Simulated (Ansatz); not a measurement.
# From r2SCAN to G0W0: ZrSe3 (P2_1/m), part 2 of 2

Aim: the quasiparticle gap of ZrSe3 (P2_1/m), starting from r2SCAN.

Ansatz 0.2.0; r2SCAN, then G0W0 on it, plane waves, PAW. Known limits of the many-body steps: finite bands, screening cutoff and k mesh; no spin-orbit coupling in G0W0.

So far. Step 2 (Bands along the symmetry lines): Over mesh and path the gap is 0.633 eV, from k = (-0.100, 0.000, 0.000) to k = (-0.500, 0.000, 0.000). The least direct gap found is 0.929 eV, at k = (-0.500, 0.000, 0.000).

In doubt: masses and optical values from hybrid runs of this build are listed as unsure (in some of the runs), which bears on the screening that GW takes from such a start.

## 3. The quasiparticle correction

G0W0 replaces the xc potential by a self-energy built once from the orbitals of the start. Levels are corrected in the window of bands that the input names, at points of the mesh.

This step: G0W0 on r2SCAN, plane waves, PAW.

The input, input.yaml:

```yaml
crystal:
  lattice:
    - [5.4109, 0.0, 0.0]
    - [0.0, 3.7488, 0.0]
    - [-1.2294209091, 0.0, 9.3636349901]
  atoms:
    - { symbol: Zr, position: [0.285, 0.25, 0.656] }
    - { symbol: Zr, position: [0.715, 0.75, 0.344] }
    - { symbol: Se, position: [0.762, 0.25, 0.554] }
    - { symbol: Se, position: [0.238, 0.75, 0.446] }
    - { symbol: Se, position: [0.456, 0.25, 0.174] }
    - { symbol: Se, position: [0.544, 0.75, 0.826] }
    - { symbol: Se, position: [0.888, 0.25, 0.169] }
    - { symbol: Se, position: [0.112, 0.75, 0.831] }
kpoints:
  mp_grid: { grid: [4, 4, 2] }
hamiltonian:
  xc: r2scan
scf:
  occupations: { method: fixed }
gw:
  n_empty_bands: 955
  ecut_chi: 170.0
  qp_bands: [v2, c2]
  qp_kpoints: band_edges
  screening: { model: contour_deformation }
```

The run is started by

```
$ ansatz run input.yaml --threads 3 --pin off --max-ram 92160MiB --backend cuda --events-out ev --progress --plain --runs-dir out --devices 1 --max-vram 13GiB
```

Numbers of over 12 decimals in the logs are rounded to 6 here.

Output:

```text
GPUs: using 1 of 1 available (devices: 1).
[...]
GPU FFT provider: cuFFT
GPU libraries: cuBLAS 13.8.2, cuFFT 12.4.0, cuSOLVER 12.3.4
Crystal: 8 atoms, lattice volume = 189.936 Å³
Basis set: ecut = 500 eV, 4769 PW (Γ), exchange–correlation on 160×120×288 points (64 copies of the dense FFT grid, shifted against one another)
Bands: 72, of which v1, the nominal top of the filled ones, is band 60 counted from 1 (59 counted from 0)
Symmetry: 4 space group operations
[...]
k-points: 18 of 32
[...]
GPU buffer pool allocated for 86400 grid points (all kernels)
[...]
SCF iter   1: F=—  HF=-41268.507602 eV  |F-HF|=—  |Δ(HF+E_count)|=         —  Δρ=9.70e-3  dr2=3.62e-1  dr2_τ=5.14e-2  ethr=1.77e-3  ⟨swp⟩=4.4  Hψ=3772  notcnv=0  defer=152
[...]
SCF iter   8: F=-41268.592387 eV  HF=-41268.592387 eV  |F-HF|=1.80e-8  |Δ(HF+E_count)|=   8.07e-8  Δρ=4.68e-6  dr2=5.10e-8  dr2_τ=1.79e-9  ethr=8.33e-11  ⟨swp⟩=9.2  Hψ=4672  notcnv=0
SCF 1 converged in 8 iterations: F = -41268.592387 eV  dr2 = 5.10e-8
[...]
NSCF: frozen V_eff on 18 k-points
the band table was solved once the SCF had ended and its energy, with any forces and stress, was formed, with the checks that follow a solve (4921 applications of the Hamiltonian). They found nothing against the state; the energy, forces and stress were not computed again (output.eigenvalues in the input reference)
[...]
G₀W₀ screening: q 1/18
[... further progress lines ...]
[...]
SCF converged after 8 iterations
Free energy (F): -41268.592387 eV
[...]
Internal energy: -41268.592387 eV  (E = F + TS)
E sigma→0 (E₀):  -41268.592387 eV
Fermi energy:    9.322633 eV
[...]
--- Band table (eV; the first three rows and the last of 18) ---
  k-point 0: bands = [... 56 lower, 8.6707, 8.7686, 9.2522, 9.3226, 10.4020, 10.7855, 12.3391, 12.6065, ... 8 higher]
  k-point 1: bands = [... 56 lower, 8.6716, 8.7561, 9.2234, 9.2303, 10.2675, 10.9543, 12.3406, 12.5923, ... 8 higher]
  k-point 2: bands = [... 56 lower, 8.0566, 8.1576, 8.3418, 8.4601, 11.5291, 11.7531, 12.4543, 12.5434, ... 8 higher]
  k-point 17: bands = [... 56 lower, 7.6492, 7.6492, 7.9319, 7.9319, 10.2469, 10.2469, 12.2454, 12.2454, ... 8 higher]
--- G₀W₀: contour deformation, 8 samples at zero and on the imaginary axis and 1 off it, 32 q-points, 955 empty bands' worth ---
  eigenvalues of the whole cell's RPA ε∞ on this k-mesh (on a slab, of 1 + 4πα/V) = 5.8955, 10.8780, 11.8500; static W/v taken at q = 0 is 0.102834
  bands read: the sum over 1015 bands ends inside a degenerate multiplet in 6 slots, whose members it reads at an even weight; the widest, k=4: bands 1015 to 1016 (counted from 1) at 1/2 each
  gw.qp_kpoints: band_edges: 10 of 18 stored k-points solved, in 1 pass; an edge of the gap read off the rows below is read off those points alone
    valence top: of the k-points left out ik 9 came nearest to being solved in a further pass, in band 60 (counted from 1, as in the quasiparticle table): it holds the edge there only if its correction is more favourable than any solved in that band by at least 0.795 eV; those differ by 0.062 eV
    conduction bottom: of the k-points left out ik 3 came nearest to being solved in a further pass, in band 61 (counted from 1, as in the quasiparticle table): it holds the edge there only if its correction is more favourable than any solved in that band by at least 1.333 eV; those differ by 0.188 eV
    ik  band        ε_KS         Σx   Σc(E_QP)       V_xc       Z   E_QP_lin       E_QP  E_QP is
     0    59      9.2522   -17.4966     1.0289   -16.0842  0.7645     8.8659     8.8687  root
     0    60      9.3226   -18.1349     1.4451   -16.2834  0.7642     8.9127     8.9163  root
     0    61     10.4020    -9.6461    -4.4905   -14.2460  0.7606    10.5116    10.5113  root
     0    62     10.7855    -9.8450    -4.9713   -14.9900  0.7496    10.9599    10.9591  root
     1    59      9.2234   -17.4723     1.0519   -16.0355  0.7650     8.8358     8.8386  root
     1    60      9.2303   -18.0105     1.4446   -16.1642  0.7629     8.8250     8.8287  root
     1    61     10.2675    -9.4037    -4.6073   -14.1293  0.7622    10.3861    10.3858  root
     1    62     10.9543   -10.0455    -4.9235   -15.1308  0.7467    11.1167    11.1161  root
     6    59      8.9746   -17.6617     1.3530   -15.8634  0.7590     8.5249     8.5293  root
     6    60      9.2661   -18.0516     1.3899   -16.2428  0.7629     8.8434     8.8473  root
     6    61     10.5997    -9.6900    -4.6846   -14.5041  0.7559    10.7296    10.7292  root
     6    62     10.8352   -10.0221    -4.8900   -15.0849  0.7493    11.0088    11.0081  root
     7    59      8.7798   -17.7369     1.3796   -15.9044  0.7559     8.3216     8.3269  root
     7    60      9.1649   -17.9178     1.3845   -16.1188  0.7615     8.7466     8.7505  root
     7    61     10.5283    -9.7103    -4.6930   -14.5359  0.7568    10.6613    10.6609  root
     7    62     10.9659   -10.1525    -4.9012   -15.2247  0.7467    11.1376    11.1369  root
    12    59      8.9526   -17.9146     1.4888   -15.9760  0.7594     8.4979     8.5029  root
    12    60      9.0280   -17.9166     1.4264   -16.0450  0.7598     8.5781     8.5828  root
    12    61      9.9540   -11.1774    -3.2186   -14.6086  0.7667    10.1673    10.1666  root
    12    62     10.2922   -11.3199    -3.4094   -14.9812  0.7631    10.5453    10.5441  root
    13    59      8.8812   -17.7894     1.5055   -15.8331  0.7579     8.4252     8.4305  root
    13    60      8.9100   -17.8205     1.4378   -15.9412  0.7583     8.4636     8.4685  root
    13    61      9.9860   -10.8683    -3.3883   -14.5050  0.7671    10.2353    10.2343  root
    13    62     10.2104   -10.9811    -3.5549   -14.8060  0.7641    10.4818    10.4804  root
    14    59      8.1693   -17.3363     1.5044   -15.4059  0.7491     7.7381     7.7434  root
    14    60      8.3495   -17.4507     1.4541   -15.5677  0.7511     7.9154     7.9206  root
    14    61     10.0322   -10.7564    -3.4958   -14.5257  0.7670    10.3071    10.3057  root
    14    62     10.2484   -10.9092    -3.5906   -14.7878  0.7646    10.5380    10.5363  root
    15    59      8.2848   -17.5633     1.5434   -15.5819  0.7523     7.8416     7.8468  root
    15    60      8.3691   -17.3898     1.4935   -15.4481  0.7507     7.9150     7.9209  root
    15    61     10.0546   -10.8077    -3.4713   -14.5507  0.7670    10.3275    10.3262  root
    15    62     10.2384   -10.8687    -3.5954   -14.7526  0.7645    10.5285    10.5269  root
    16    59      8.0216   -17.4111     1.7103   -15.2373  0.7443     7.5510     7.5580  root
    16    60      8.0216   -17.4111     1.7103   -15.2373  0.7443     7.5510     7.5580  root
    16    61     10.2368   -10.7441    -3.5978   -14.6355  0.7639    10.5323    10.5305  root
    16    62     10.2368   -10.7441    -3.5978   -14.6355  0.7639    10.5323    10.5305  root
    17    59      7.9319   -17.3170     1.6452   -15.2277  0.7432     7.4814     7.4878  root
    17    60      7.9319   -17.3170     1.6452   -15.2277  0.7432     7.4814     7.4878  root
    17    61     10.2469   -10.7604    -3.6108   -14.6685  0.7637    10.5460    10.5442  root
    17    62     10.2469   -10.7604    -3.6108   -14.6685  0.7637    10.5460    10.5442  root
```

Wall time 3 min (1 × NVIDIA H100 80GB HBM3 (shared by 6 runs) with 3 threads of AMD EPYC 7R13 (Zen 3), shared host); peak memory 5.6 GiB; 5.2 min of CPU time.

This step gave:

* bands summed: 1015
* RPA ε∞ on this mesh (eigenvalues): 5.896, 10.88, 11.85
* plane waves in the screening matrix: 941
* q-points in the mesh: 32
* G0W0 gap over the corrected points: 1.250 eV
* k of the valence top: 0, 0, 0
* k of the conduction bottom: -0.5, 0, 0
* starting gap on the mesh: 0.6314 eV
* Z at the valence top: 0.7642
* Z at the conduction bottom: 0.7667
* least direct G0W0 gap over the corrected points: 1.547 eV

Over 10 of 18 irreducible mesh points the G0W0 gap is 1.250 eV, from k = Γ to k = (-0.500, 0.000, 0.000). The r2SCAN gap of this run on the mesh is 0.631 eV. The two states that bound the G0W0 gap lie that far apart at the start, so the correction of the gap is 1.250 − 0.631 = +0.619 eV. The start of this run differs from the step before in mesh (4×6×4 and 4×4×2).

Labels follow the order of the start: v1 is the top filled band, c1 the lowest empty one; levels that stay degenerate share a row, the window can cut a multiplet, doubted levels are not marked in this list, bands outside the window were not corrected, and the list may be a part of the corrected levels. The levels before and after the correction (eV, zero at the valence-band top of each column):

```tsv
	conduction bottom	valence top
Kohn-Sham	0.63	0.00
G0W0	1.25	0.00
```

```tsv
	level	occupation	energy (eV)
Kohn-Sham	Γ v2	2	-0.070
Kohn-Sham	Γ v1	2	0.000
Kohn-Sham	Γ c1	0	1.079
Kohn-Sham	Γ c2	0	1.463
Kohn-Sham	(-0.5 0 0) v2	2	-0.370
Kohn-Sham	(-0.5 0 0) v1	2	-0.295
Kohn-Sham	(-0.5 0 0) c1	0	0.631
Kohn-Sham	(-0.5 0 0) c2	0	0.970
G0W0	Γ v2	2	-0.048
G0W0	Γ v1	2	0.000
G0W0	Γ c1	0	1.595
G0W0	Γ c2	0	2.043
G0W0	(-0.5 0 0) v2	2	-0.413
G0W0	(-0.5 0 0) v1	2	-0.333
G0W0	(-0.5 0 0) c1	0	1.250
G0W0	(-0.5 0 0) c2	0	1.628
```

The parts of the quasiparticle energy for the two states that bound the G0W0 gap, in eV on the run's own scale (QP = start + Σx + Σc − Vxc, with Σc at the quasiparticle energy):

```tsv
edge	k	band	start	Σx	Σc	Vxc	Z	QP
valence top	Γ	60	9.323	−18.135	1.445	−16.283	0.764	8.916
conduction bottom	(-0.500, 0.000, 0.000)	61	9.954	−11.177	−3.219	−14.609	0.767	10.167
```

## 4. Spin-orbit coupling

This run has two-component orbitals with spin-orbit coupling.

This step: DFT, r2SCAN with spin-orbit coupling, plane waves, PAW.

input.yaml, the sections that differ from step 3:

```yaml
kpoints:
  mp_grid: { grid: [4, 6, 4] }
  band_path:
    path:
      - [0.0, 0.0, 0.0]
      - [0.0, 0.5, 0.0]
      - [0.0, 0.5, 0.5]
      - [0.0, 0.0, 0.5]
      - [-0.5, 0.0, 0.5]
      - [-0.5, 0.5, 0.5]
      - [-0.5, 0.5, 0.0]
      - [-0.5, 0.0, 0.0]
      - [-0.1, 0.0, 0.0]
    npoints: 1
scf:
  occupations: { method: fermi_dirac, width: 0.02 }
  n_extra_bands: 12
magnetization:
  noncollinear: true
  spin_orbit: true
output:
  eigenvalues: true
  forces: true
  stress: true
# crystal, hamiltonian: as in step 3
# gw: removed
```

Output:

```text
[...]
GPUs: using 1 of 1 available (devices: 1).
[...]
non-collinear run that drives no moment, with spin-orbit: no starting moment large enough to seed its density (crystal.atoms[].spin), no starting occupations that ask for one, no magnetisation constraint and no magnetic field, so the semilocal B_xc is pinned to zero
[...]
GPU FFT provider: cuFFT
GPU libraries: cuBLAS 13.8.2, cuFFT 12.4.0, cuSOLVER 12.3.4
Crystal: 8 atoms, lattice volume = 189.936 Å³
Basis set: ecut = 500 eV, 4769 PW (Γ), exchange–correlation on 160×120×288 points (64 copies of the dense FFT grid, shifted against one another)
Bands: 132, of which v1, the nominal top of the filled ones, is band 120 counted from 1 (119 counted from 0)
Symmetry: 4 space group operations + 4 with time reversal
[...]
k-points: 40 of 96
Projection manifold: j_resolved (fully-relativistic pseudo-atomic orbitals)
[...]
GPU buffer pool allocated for 86400 grid points (all kernels)
[...]
SCF iter   1: F=—  HF=-41249.807794 eV  |F-HF|=—  |Δ(HF+E_count)|=         —  Δρ=9.73e-2  dr2=1.07e2  dr2_τ=3.56e-1  dr2_m=0.00e0 (ungated)  ethr=3.10e-3  |M|=0.00e0 ∫|m|=0.00e0 μB  |m|>n=0.0e0 m-floor=0.0e0 τ_xc=0.0e0  β_m=0.30  ⟨swp⟩=5.8  Hψ=12679  notcnv=0
[...]
spin=Noncollinear: Kerker preconditioning applied to the charge; magnetization (m_x, m_y, m_z) channels mix plain (no charge-response kernel on spin).
[...]
site 4: m = (+0.0000, +0.0000, +0.0000) μB, |m| = 0.0000 μB  (R = 0.97 Å)
  site 5: m = (+0.0000, +0.0000, +0.0000) μB, |m| = 0.0000 μB  (R = 0.97 Å)
  site 6: m = (+0.0000, +0.0000, +0.0000) μB, |m| = 0.0000 μB  (R = 0.97 Å)
  site 7: m = (+0.0000, +0.0000, +0.0000) μB, |m| = 0.0000 μB  (R = 0.97 Å)
Free energy (F): -41238.878615 eV
[...]
Internal energy: -41238.878615 eV  (E = F + TS)
E sigma→0 (E₀):  -41238.878615 eV
Entropy (-TS):   -0.000000 eV (-0.000 meV/atom)
Fermi energy:    9.674305 eV
[...]
--- Forces (eV/Å), atoms counted from 1 ---
  atom   1  Zr     0.00461255    -0.00000000     0.05790133
  atom   2  Zr    -0.00461255     0.00000000    -0.05790133
  atom   3  Se     0.03672932    -0.00000000     0.11865403
  atom   4  Se    -0.03672932     0.00000000    -0.11865403
  atom   5  Se    -0.01543472     0.00000000    -0.08503709
  atom   6  Se     0.01543472    -0.00000000     0.08503709
  atom   7  Se     0.02692609     0.00000000    -0.10137321
  atom   8  Se    -0.02692609    -0.00000000     0.10137321
  max |Σ_I F_I| component: 6.94e-18 eV/Å
--- Stress (GPa, compression-positive) ---
        2.449621      -0.000000      -0.041586
       -0.000000       2.315344      -0.000000
       -0.041586      -0.000000       2.408642
  P = ⅓ Tr σ = 2.3912 GPa (23.912 kbar)
--- Band table (eV; the first three rows and the last of 40) ---
  k-point 0: bands = [... 116 lower, 9.2027, 9.2027, 9.3986, 9.3986, 10.4027, 10.4027, 10.7877, 10.7877, ... 8 higher]
  k-point 1: bands = [... 116 lower, 9.1612, 9.1612, 9.3619, 9.3619, 10.3107, 10.3107, 10.8967, 10.8967, ... 8 higher]
  k-point 2: bands = [... 116 lower, 9.1227, 9.1227, 9.3307, 9.3307, 10.2687, 10.2687, 10.9564, 10.9564, ... 8 higher]
  k-point 39: bands = [... 116 lower, 7.9392, 7.9392, 7.9392, 7.9392, 10.2507, 10.2507, 10.2507, 10.2507, ... 8 higher]
[key lines of the parts left out:]
SCF converged after 14 iterations
Magnetization: |M| = 0.0000 μB,  M = (+0.0000, +0.0000, +0.0000) μB
```

Wall time 33 s (1 × NVIDIA H100 80GB HBM3 (shared by 6 runs) with 3 threads); peak memory 1.5 GiB; 58 s of CPU time.

Numbers from this step:

```
pressure             : 2.391 GPa
gap                  : 0.5641 eV
valence top at       : Γ
conduction bottom at : Y_2
least direct gap     : 0.8832 eV
```

Over mesh and listed points the gap is 0.564 eV, from k = Γ to k = (-0.500, 0.000, 0.000). The least direct gap found is 0.883 eV, at k = (-0.500, 0.000, 0.000). r2SCAN+SOC against r2SCAN: 0.564 − 0.633 = −0.069 eV. Mesh, set of files and cutoff are the same, but the valence top lies at another k point, so this need not be the shift of one pair of states. The spin-orbit run sees mesh and listed points alone, so its gap is an upper bound: the coupling can move an edge off these points, and the change over the zone, its sign included where it is small, is not known.

## 5. Side by side

Each gap is the least one over the points named; times are wall times on shared hosts, not benchmarks. A G0W0 time includes the run's own self-consistent start. Runs with listed points see these and the mesh alone, so an edge that moves elsewhere is missed. Rows marked * are further runs, not shown as steps, whose inputs differ from the G0W0 step on the same start in the columns given; solver thresholds can differ too.

```tsv
level	mesh	files, cutoff	bands summed, screening	points	gap (eV)	valence top	conduction bottom	least direct gap (eV)	time
r2SCAN	4×6×4	soft_2 PAW, 500 eV	-	mesh and path	0.633	(-0.100, 0.000, 0.000)	(-0.500, 0.000, 0.000)	0.929	28 s
r2SCAN+SOC	4×6×4	soft_2 PAW, 500 eV	-	mesh and listed points	0.564	Γ	(-0.500, 0.000, 0.000)	0.883	33 s
G0W0@r2SCAN*	4×4×2	soft_2 PAW, 500 eV	217, 51 eV	10 of 18 irreducible mesh points	1.091	Γ	(-0.500, 0.000, 0.000)	1.315	40 s
G0W0@r2SCAN*	4×4×2	soft_2 PAW, 500 eV	504, 102 eV	10 of 18 irreducible mesh points	1.209	Γ	(-0.500, 0.000, 0.000)	1.464	73 s
G0W0@r2SCAN	4×4×2	soft_2 PAW, 500 eV	1015, 170 eV	10 of 18 irreducible mesh points	1.250	Γ	(-0.500, 0.000, 0.000)	1.547	3 min
G0W0@r2SCAN*	2×4×2	soft_2 PAW, 500 eV	504, 102 eV	8 of 12 irreducible mesh points	1.254	Γ	(-0.500, 0.000, 0.000)	1.451	40 s
G0W0@r2SCAN*	4×4×2	soft_2 PAW, 500 eV	504, 102 eV, plasmon pole	10 of 18 irreducible mesh points	1.203	Γ	(-0.500, 0.000, 0.000)	1.412	49 s
```

## 6. Summary of results

```yaml
r2scan_gap_over_mesh_and_path: 0.633 eV, from k = (-0.100, 0.000, 0.000) to k = (-0.500, 0.000, 0.000)
g0w0_r2scan_gap_over_10_of_18_irreducible_mesh_points: 1.250 eV, from k = Γ to k = (-0.500, 0.000, 0.000)
r2scan_soc_gap_over_mesh_and_listed_points: 0.564 eV
estimated_limit_in_bands_and_cutoff_on_this_mesh: 1.290 eV
gw_settings: 4×4×2 mesh, 955 empty bands, screening to 170 eV
known_limits: finite bands, screening cutoff and k mesh; no spin-orbit coupling in G0W0
```

Over 10 of 18 irreducible mesh points the G0W0 gap is 1.250 eV, from k = Γ to k = (-0.500, 0.000, 0.000). The r2SCAN gap of this run on the mesh is 0.631 eV. The two states that bound the G0W0 gap lie that far apart at the start, so the correction of the gap is 1.250 − 0.631 = +0.619 eV. The valence state moves by 8.916 − 9.323 = −0.407 eV and the conduction state by 10.167 − 9.954 = +0.213 eV, on the run's own scale; with 217 bands the edge states move by +0.250 and +0.709 eV, so the split between the edges depends on the bands and cutoff. Over mesh and path, r2SCAN puts the valence top at k = (-0.100, 0.000, 0.000), which is no corrected point. The start's gap on the mesh of the G0W0 run, 0.631 eV, is no wider than the 0.633 eV found there (the runs differ in mesh (4×6×4 and 4×4×2)), so it is not shown that this mesh misses an edge. Levels at other points were not corrected, so a lower G0W0 gap elsewhere in the zone is not ruled out. From 217 bands and 51 eV to 1015 bands and 170 eV the gap moves by 1.250 − 1.091 = +0.159 eV (rung by rung 1.091, 1.209, 1.250 eV); bands and screening cutoff rise together, so their parts are not told apart. A line in one over the bands through the two highest rungs gives 1.250 + (1.250 − 1.209) × 504 / (1015 − 504) = 1.290 eV, and through the pair below 1.209 + (1.209 − 1.091) × 217 / (504 − 217) = 1.298 eV. The two agree within 0.03 eV and the same two states bound the gap in each rung, so 1.290 eV is taken as an estimate of the limit on this mesh. With the 2×4×2 mesh in place of the 4×4×2 mesh and all else as in the G0W0@r2SCAN row with 504 bands, the gap differs by 1.254 − 1.209 = +0.045 eV, and that of the start by 0.678 − 0.631 = +0.047 eV. With the plasmon pole model in place of the contour deformation model and all else as in the G0W0@r2SCAN row with 504 bands, the gap differs by 1.203 − 1.209 = −0.006 eV. G0W0 on other starts in this series, not shown as steps and not all at these settings: 1.366 eV on HSE06 (4×4×2, soft_2 PAW, 504 bands, 102 eV) and 0.884 eV on LDA (4×4×2, soft_2 PAW, 504 bands, 102 eV). r2SCAN+SOC against r2SCAN: 0.564 − 0.633 = −0.069 eV. Mesh, set of files and cutoff are the same, but the valence top lies at another k point, so this need not be the shift of one pair of states. The spin-orbit run sees mesh and listed points alone, so its gap is an upper bound: the coupling can move an edge off these points, and the change over the zone, its sign included where it is small, is not known. What spin-orbit coupling does to the G0W0 levels was not computed, so no sum with the G0W0 gap is formed. The G0W0 runs are scalar-relativistic. G0W0@r2SCAN runs of this series with other atomic data on the same mesh, not shown as steps, give 1.213 eV (hard PAW, 820 eV, 504 bands, screening to 102 eV; the table's row with the same empty bands and screening cutoff has 1.209 eV); where bands and cutoffs differ too, the part of the files is not isolated.

[Paths, hosts, dates, memory and timing lines, banners, echoed tables and standing remarks are left out of the program output.]

[Logs are printed without paths, hosts, clocks, repeated set-up lines and the standing remarks that a program may print on its own settings, such as how far it seeks lower states.]

[Runs of the session that timed out or met a known fault of the program may be left out.]

[Cells called generated may have been cut or substituted from an entry of the Crystallography Open Database or the Materials Project.]

[Hosts, paths, dates, database ids (printed as entryN), source tags and the programs' standing remarks are cut or masked in the printed files.]

[Where an RPA ε∞ is given, it is that of the G0W0 mesh and is not shown converged in it. Names of k-points follow the symmetry that the program found, which can be lower than the space group named. Band edges on a path are those of the sampled points; other points can move an edge, and change direct to indirect where valleys lie close.]

[Hybrid gaps are those of their k-mesh and are not shown converged in it.]
